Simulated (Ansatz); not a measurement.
**One crystal, many levels of theory: LaInO3 (Pnma)**

Wanted: a ladder of band gaps for LaInO3 (Pnma), from density functionals to G0W0.

Calculated with Ansatz 0.2.0; density functionals, hybrids and G0W0, plane waves, PAW.

**Experimental background.**

- Gap 4.52 eV: optical gap, weak absorption onset, E parallel [010]; optical absorption spectroscopy, alpha squared extrapolation; 5 K; bulk crystal (single crystal wafer grown by vertical gradient freeze, 80 um thick) (“Fingerprints of optical absorption in the perovskite LaInO3: Insight from many-body theory and experiment”, 2021, arxiv:2101.04376).

- Gap 4.46 eV: optical gap, weak absorption onset, E parallel [001]; optical absorption spectroscopy, alpha squared extrapolation; 5 K; bulk crystal (single crystal wafer grown by vertical gradient freeze, 80 um thick) (“Fingerprints of optical absorption in the perovskite LaInO3: Insight from many-body theory and experiment”, 2021, arxiv:2101.04376).

- Gap 4.39 eV: optical gap, weak absorption onset, E parallel [100]; optical absorption spectroscopy, alpha squared extrapolation; 300 K; bulk crystal (single crystal wafer grown by vertical gradient freeze, 80 um thick) (“Fingerprints of optical absorption in the perovskite LaInO3: Insight from many-body theory and experiment”, 2021, arxiv:2101.04376).

- Gap 4.13 eV: main direct optical gap; bulk crystal (single crystal grown by optical floating zone) (“Transparent perovskite barium stannate with high electron mobility and thermal stability”, 2017, arxiv:1707.09778).

- Gap 4.35 eV: optical gap, weak absorption onset, E parallel [001]; optical absorption spectroscopy, alpha squared extrapolation; 300 K; bulk crystal (single crystal wafer grown by vertical gradient freeze, 80 um thick) (“Fingerprints of optical absorption in the perovskite LaInO3: Insight from many-body theory and experiment”, 2021, arxiv:2101.04376).

Most raw output is cut from this account.

In doubt: masses and optical values from hybrid runs of this build are listed as unsure (step 8), which bears on the screening that GW takes from such a start.

## Step 1: Starting point

It takes space group Pnma (No. 62, orthorhombic). Conventional cell: a = 5.940 Å, b = 8.216 Å, c = 5.723 Å, α = 90.00°, β = 90.00°, γ = 90.00°. La has 8 O at 2.38 to 2.94 Å nearest. Nearest to In lie 6 O at 2.16 to 2.17 Å. O has 2 In at 2.17 Å and 2 La at 2.38 to 2.50 Å nearest. Nearest to O lie 2 In at 2.16 to 2.17 Å and 3 La at 2.40 to 2.94 Å. Farther neighbours and most contacts between anions are not listed.

Geometry: measured cell, ions relaxed with r2SCAN. The runs that relaxed it are not among those shown. Spin-orbit coupling is left out unless a step names it. The default PAW set here is soft_2. Its files were made with PBE.

## Step 2: LDA on the 4×4×4 mesh

This step: DFT, LDA, plane waves, PAW.

Input file input.yaml:

```yaml
crystal:
  lattice:
    - [5.9404, 0.0, 0.0]
    - [0.0, 8.2158, 0.0]
    - [0.0, 0.0, 5.7229]
  atoms:
    - { symbol: La, position: [0.9463878551, 0.25, 0.0153056088] }
    - { symbol: La, position: [0.5536121449, 0.75, 0.5153056088] }
    - { symbol: La, position: [0.4463878551, 0.25, 0.4846943912] }
    - { symbol: La, position: [0.0536121449, 0.75, 0.9846943912] }
    - { symbol: In, position: [0.0, 0.0, 0.5] }
    - { symbol: In, position: [0.5, 0.0, 0.0] }
    - { symbol: In, position: [0.5, 0.5, 0.0] }
    - { symbol: In, position: [0.0, 0.5, 0.5] }
    - { symbol: O, position: [0.044381747, 0.25, 0.6126999622] }
    - { symbol: O, position: [0.455618253, 0.75, 0.1126999622] }
    - { symbol: O, position: [0.544381747, 0.25, 0.8873000378] }
    - { symbol: O, position: [0.955618253, 0.75, 0.3873000378] }
    - { symbol: O, position: [0.1980525852, 0.0593550044, 0.195575952] }
    - { symbol: O, position: [0.3019474148, 0.9406449956, 0.695575952] }
    - { symbol: O, position: [0.6980525852, 0.4406449956, 0.304424048] }
    - { symbol: O, position: [0.8019474148, 0.5593550044, 0.804424048] }
    - { symbol: O, position: [0.8019474148, 0.9406449956, 0.804424048] }
    - { symbol: O, position: [0.6980525852, 0.0593550044, 0.304424048] }
    - { symbol: O, position: [0.3019474148, 0.5593550044, 0.695575952] }
    - { symbol: O, position: [0.1980525852, 0.4406449956, 0.195575952] }
kpoints:
  mp_grid: { grid: [4, 4, 4] }
  band_path:
    path:
      - [0.0, 0.0, 0.0]
      - [0.5, 0.0, 0.0]
      - [0.5, 0.5, 0.0]
      - [0.0, 0.5, 0.0]
      - [0.0, 0.0, 0.5]
      - [0.5, 0.0, 0.5]
      - [0.5, 0.5, 0.5]
      - [0.0, 0.5, 0.5]
    npoints: 1
hamiltonian:
  xc: lda
scf:
  occupations: { method: fixed }
  n_extra_bands: 10
output:
  eigenvalues: true
  write_density: true
  write_potential: true
  elf: true
  volumetric_format: npy
```

Run with:

```console
$ ansatz run input.yaml --threads 8 --pin off --max-ram 55296MiB --backend cuda --events-out ev --progress --plain --runs-dir out --devices 1 --max-vram 24GiB
```

Wall time 2.9 s (1 × NVIDIA H100 80GB HBM3 with 8 threads of AMD EPYC 7R13 (Zen 3), shared host); peak memory 1.3 GiB; 4.2 s of CPU time.

Numbers from this step:

- gap: 2.838 eV
- valence top at: Γ
- conduction bottom at: Γ
- least direct gap: 2.838 eV

Over mesh and listed points the gap is 2.838 eV, direct, at k = Γ.

## Step 3: r2SCAN on the 4×4×4 mesh

Levels along a band path and on the mesh show where this functional puts the band edges.

This step: DFT, r2SCAN, plane waves, PAW.

Changes to input.yaml since step 2:

```diff
@@ -30,15 +30,11 @@
     path:
-      - [0.0, 0.0, 0.0]
-      - [0.5, 0.0, 0.0]
-      - [0.5, 0.5, 0.0]
-      - [0.0, 0.5, 0.0]
-      - [0.0, 0.0, 0.5]
-      - [0.5, 0.0, 0.5]
-      - [0.5, 0.5, 0.5]
-      - [0.0, 0.5, 0.5]
-    npoints: 1
+      - [[0.0, 0.0, 0.0], [0.5, 0.0, 0.0], [0.5, 0.5, 0.0], [0.0, 0.5, 0.0], [0.0, 0.0, 0.0], [0.0, 0.0, 0.5], [0.5, 0.0, 0.5], [0.5, 0.5, 0.5], [0.0, 0.5, 0.5], [0.0, 0.0, 0.5]]
+      - [[0.5, 0.0, 0.0], [0.5, 0.0, 0.5]]
+      - [[0.0, 0.5, 0.0], [0.0, 0.5, 0.5]]
+      - [[0.5, 0.5, 0.0], [0.5, 0.5, 0.5]]
+    npoints: 10
 hamiltonian:
-  xc: lda
+  xc: r2scan
 scf:
-  occupations: { method: fixed }
+  occupations: { method: fermi_dirac, width: 0.02 }
   n_extra_bands: 10
```

Elapsed: 4.6 s, on 1 × NVIDIA H100 80GB HBM3 with 8 threads; peak memory 1.7 GiB.

Numbers from this step:

```yaml
filled_bands: 84
gap: 3.556 eV
valence_top_at: Γ
conduction_bottom_at: Γ
least_direct_gap: 3.556 eV
```

Over mesh and path the gap is 3.556 eV, direct, at k = Γ. r2SCAN against LDA: 3.556 − 2.838 = +0.718 eV. The runs also differ in plane-wave cutoff (420 eV and 500 eV), so how much of this comes from the functional alone is not known.

## Step 4: r2SCAN+SOC on the 4×4×4 mesh

This run has two-component orbitals with spin-orbit coupling.

This step: DFT, r2SCAN with spin-orbit coupling, plane waves, PAW.

Changes to input.yaml since step 3:

```diff
@@ -30,7 +30,11 @@
     path:
-      - [[0.0, 0.0, 0.0], [0.5, 0.0, 0.0], [0.5, 0.5, 0.0], [0.0, 0.5, 0.0], [0.0, 0.0, 0.0], [0.0, 0.0, 0.5], [0.5, 0.0, 0.5], [0.5, 0.5, 0.5], [0.0, 0.5, 0.5], [0.0, 0.0, 0.5]]
-      - [[0.5, 0.0, 0.0], [0.5, 0.0, 0.5]]
-      - [[0.0, 0.5, 0.0], [0.0, 0.5, 0.5]]
-      - [[0.5, 0.5, 0.0], [0.5, 0.5, 0.5]]
-    npoints: 10
+      - [0.0, 0.0, 0.0]
+      - [0.5, 0.0, 0.0]
+      - [0.5, 0.5, 0.0]
+      - [0.0, 0.5, 0.0]
+      - [0.0, 0.0, 0.5]
+      - [0.5, 0.0, 0.5]
+      - [0.5, 0.5, 0.5]
+      - [0.0, 0.5, 0.5]
+    npoints: 1
 hamiltonian:
@@ -38,9 +42,8 @@
 scf:
-  occupations: { method: fermi_dirac, width: 0.02 }
-  n_extra_bands: 10
+  occupations: { method: fixed }
+  n_extra_bands: 20
+magnetization:
+  noncollinear: true
+  spin_orbit: true
 output:
   eigenvalues: true
-  write_density: true
-  write_potential: true
-  elf: true
-  volumetric_format: npy
```

The job ended after 7.3 s (1 × NVIDIA H100 80GB HBM3 with 8 threads; peak memory 1.9 GiB).

This step gave:

| Quantity | Value |
| --- | --- |
| gap | 3.556 eV |
| valence top at | Γ |
| conduction bottom at | Γ |
| least direct gap | 3.556 eV |

Over mesh and listed points the gap is 3.556 eV, direct, at k = Γ. r2SCAN+SOC against r2SCAN: 3.556 − 3.556 = +0.000 eV, with the same mesh, set of files (read in its fully relativistic form for the spin-orbit run) and cutoff, and both edges at the same k points. The spin-orbit run sees mesh and listed points alone, so its gap is an upper bound: the coupling can move an edge off these points, and the change over the zone, its sign included where it is small, is not known.

## Step 5: HSE06 on the 4×2×4 mesh

HSE06 mixes in a quarter of exact exchange at short range.

This step: DFT, HSE06, plane waves, PAW.

Changes to input.yaml since step 4:

```diff
@@ -27,3 +27,3 @@
 kpoints:
-  mp_grid: { grid: [4, 4, 4] }
+  mp_grid: { grid: [4, 2, 4] }
   band_path:
@@ -40,10 +40,11 @@
 hamiltonian:
-  xc: r2scan
+  xc: hse06
 scf:
   occupations: { method: fixed }
-  n_extra_bands: 20
-magnetization:
-  noncollinear: true
-  spin_orbit: true
+  n_extra_bands: 10
 output:
   eigenvalues: true
+  write_density: true
+  write_potential: true
+  elf: true
+  volumetric_format: npy
```

It took 42 s on 1 × NVIDIA H100 80GB HBM3 with 8 threads; peak memory 2.3 GiB; 3.4 min of CPU time.

This step gave:

| Property | Result |
| --- | --- |
| gap | 4.373 eV |
| valence top at | Γ |
| conduction bottom at | Γ |
| least direct gap | 4.373 eV |
| exact-exchange fraction | 0.25 |

Over mesh and listed points the gap is 4.373 eV, direct, at k = Γ. HSE06 against LDA: 4.373 − 2.838 = +1.535 eV. The runs also differ in mesh (4×4×4 and 4×2×4), so how much of this comes from the functional alone is not known.

## Step 6: PBE0 on the 4×2×4 mesh

PBE0 mixes in a quarter of exact exchange at all distances.

This step: DFT, PBE0, plane waves, PAW.

Changes to input.yaml since step 5:

```diff
@@ -40,3 +40,3 @@
 hamiltonian:
-  xc: hse06
+  xc: pbe0
 scf:
```

The job ended after 41 s (1 × NVIDIA H100 80GB HBM3 with 8 threads; peak memory 2.3 GiB).

This step gave:

```yaml
gap: 5.094 eV
valence_top_at: Γ
conduction_bottom_at: Γ
least_direct_gap: 5.094 eV
exact_exchange_fraction: 0.25
```

Over mesh and listed points the gap is 5.094 eV, direct, at k = Γ. PBE0 against HSE06: 5.094 − 4.373 = +0.721 eV, with the same mesh, files and cutoff, and both edges at the same k points.

## Step 7: G0W0@r2SCAN, 2×2×2 mesh, 940 empty bands, screening to 130 eV

G0W0 replaces the xc potential by a self-energy built once from the orbitals of the start. Levels are corrected in the window of bands that the input names, at points of the mesh.

This step: G0W0 on r2SCAN, plane waves, PAW.

Changes to input.yaml since step 6:

```diff
@@ -27,24 +27,12 @@
 kpoints:
-  mp_grid: { grid: [4, 2, 4] }
-  band_path:
-    path:
-      - [0.0, 0.0, 0.0]
-      - [0.5, 0.0, 0.0]
-      - [0.5, 0.5, 0.0]
-      - [0.0, 0.5, 0.0]
-      - [0.0, 0.0, 0.5]
-      - [0.5, 0.0, 0.5]
-      - [0.5, 0.5, 0.5]
-      - [0.0, 0.5, 0.5]
-    npoints: 1
+  mp_grid: { grid: [2, 2, 2] }
 hamiltonian:
-  xc: pbe0
+  xc: r2scan
 scf:
   occupations: { method: fixed }
-  n_extra_bands: 10
-output:
-  eigenvalues: true
-  write_density: true
-  write_potential: true
-  elf: true
-  volumetric_format: npy
+gw:
+  n_empty_bands: 940
+  ecut_chi: 130.0
+  qp_bands: [v4, c4]
+  qp_kpoints: band_edges
+  screening: { model: contour_deformation }
```

Wall time 17 s (1 × NVIDIA H100 80GB HBM3 with 8 threads); peak memory 4.5 GiB.

Numbers from this step:

| Quantity | Value |
| --- | --- |
| bands summed | 1024 |
| RPA ε∞ on this mesh (eigenvalues) | 4.120, 4.235, 4.342 |
| plane waves in the screening matrix | 951 |
| G0W0 gap over the corrected points | 4.528 eV |
| k of the valence top | 0, 0, 0 |
| k of the conduction bottom | 0, 0, 0 |
| starting gap on the mesh | 3.554 eV |
| Z at the valence top | 0.7728 |
| Z at the conduction bottom | 0.8245 |
| least direct G0W0 gap over the corrected points | 4.528 eV |

Over all 8 irreducible mesh points the G0W0 gap is 4.528 eV, direct, at k = Γ. The r2SCAN gap of this run on the mesh is 3.554 eV. The two states that bound the G0W0 gap lie that far apart at the start, so the correction of the gap is 4.528 − 3.554 = +0.974 eV. The program marks 25 of the 64 corrected levels as in doubt (energies apart, Σc rises), neither edge state among them.

## Step 8: G0W0@HSE06, 2×2×2 mesh, 436 empty bands, screening to 78 eV

This step: G0W0 on HSE06, plane waves, PAW.

Changes to input.yaml since step 7:

```diff
@@ -29,3 +29,3 @@
 hamiltonian:
-  xc: r2scan
+  xc: hse06
 scf:
@@ -33,4 +33,4 @@
 gw:
-  n_empty_bands: 940
-  ecut_chi: 130.0
+  n_empty_bands: 436
+  ecut_chi: 78
   qp_bands: [v4, c4]
```

Run time: 37 s. Hardware: 1 × NVIDIA H100 80GB HBM3 with 8 threads; peak memory 2.8 GiB.

Numbers from this step:

* bands summed: 520
* RPA ε∞ on this mesh (eigenvalues): 3.685, 3.792, 3.853
* plane waves in the screening matrix: 431
* G0W0 gap over the corrected points: 4.795 eV
* k of the valence top: 0, 0, 0
* k of the conduction bottom: 0, 0, 0
* starting gap on the mesh: 4.380 eV
* Z at the valence top: 0.7988
* Z at the conduction bottom: 0.8459
* least direct G0W0 gap over the corrected points: 4.795 eV

Over all 8 irreducible mesh points the G0W0 gap is 4.795 eV, direct, at k = Γ. The HSE06 gap of this run on the mesh is 4.380 eV. The two states that bound the G0W0 gap lie that far apart at the start, so the correction of the gap is 4.795 − 4.380 = +0.415 eV. G0W0@HSE06 against G0W0@r2SCAN with 520 bands (a further run, in the table below): 4.795 − 4.442 = +0.353 eV. The runs also differ in plane-wave cutoff (500 eV and 420 eV), so how much of this comes from the start alone is not known.

## Step 9: G0W0@LDA, 2×2×2 mesh, 436 empty bands, screening to 78 eV

This step: G0W0 on LDA, plane waves, PAW.

Changes to input.yaml since step 8:

```diff
@@ -29,3 +29,3 @@
 hamiltonian:
-  xc: hse06
+  xc: lda
 scf:
```

Elapsed: 7.7 s, on 1 × NVIDIA H100 80GB HBM3 with 8 threads; peak memory 1.9 GiB.

Numbers from this step:

| Property | Result |
| --- | --- |
| bands summed | 520 |
| RPA ε∞ on this mesh (eigenvalues) | 4.839, 4.942, 5.126 |
| plane waves in the screening matrix | 431 |
| G0W0 gap over the corrected points | 4.135 eV |
| k of the valence top | 0, 0, 0 |
| k of the conduction bottom | 0, 0, 0 |
| starting gap on the mesh | 2.836 eV |
| Z at the valence top | 0.7614 |
| Z at the conduction bottom | 0.8103 |
| least direct G0W0 gap over the corrected points | 4.135 eV |

Over all 8 irreducible mesh points the G0W0 gap is 4.135 eV, direct, at k = Γ. The LDA gap of this run on the mesh is 2.836 eV. The two states that bound the G0W0 gap lie that far apart at the start, so the correction of the gap is 4.135 − 2.836 = +1.299 eV. G0W0@LDA against G0W0@HSE06 with 520 bands: 4.135 − 4.795 = −0.660 eV, with the same mesh, files and cutoffs, and both edges at the same k points. The program marks 25 of the 64 corrected levels as in doubt (energies apart), neither edge state among them.

[end of part 1 of 2]

[Paths, hosts, dates, memory and timing lines, banners, echoed tables and standing remarks are left out of the program output.]

[Logs are printed without paths, hosts, clocks, repeated set-up lines and the standing remarks that a program may print on its own settings, such as how far it seeks lower states.]

[Runs of the session that timed out or met a known fault of the program may be left out.]

[Cells called generated may have been cut or substituted from an entry of the Crystallography Open Database or the Materials Project.]

[Hosts, paths, dates, database ids (printed as entryN), source tags and the programs' standing remarks are cut or masked in the printed files.]

[Where an RPA ε∞ is given, it is that of the G0W0 mesh and is not shown converged in it. Names of k-points follow the symmetry that the program found, which can be lower than the space group named. Band edges on a path are those of the sampled points; other points can move an edge, and change direct to indirect where valleys lie close.]

[Hybrid gaps are those of their k-mesh and are not shown converged in it.]
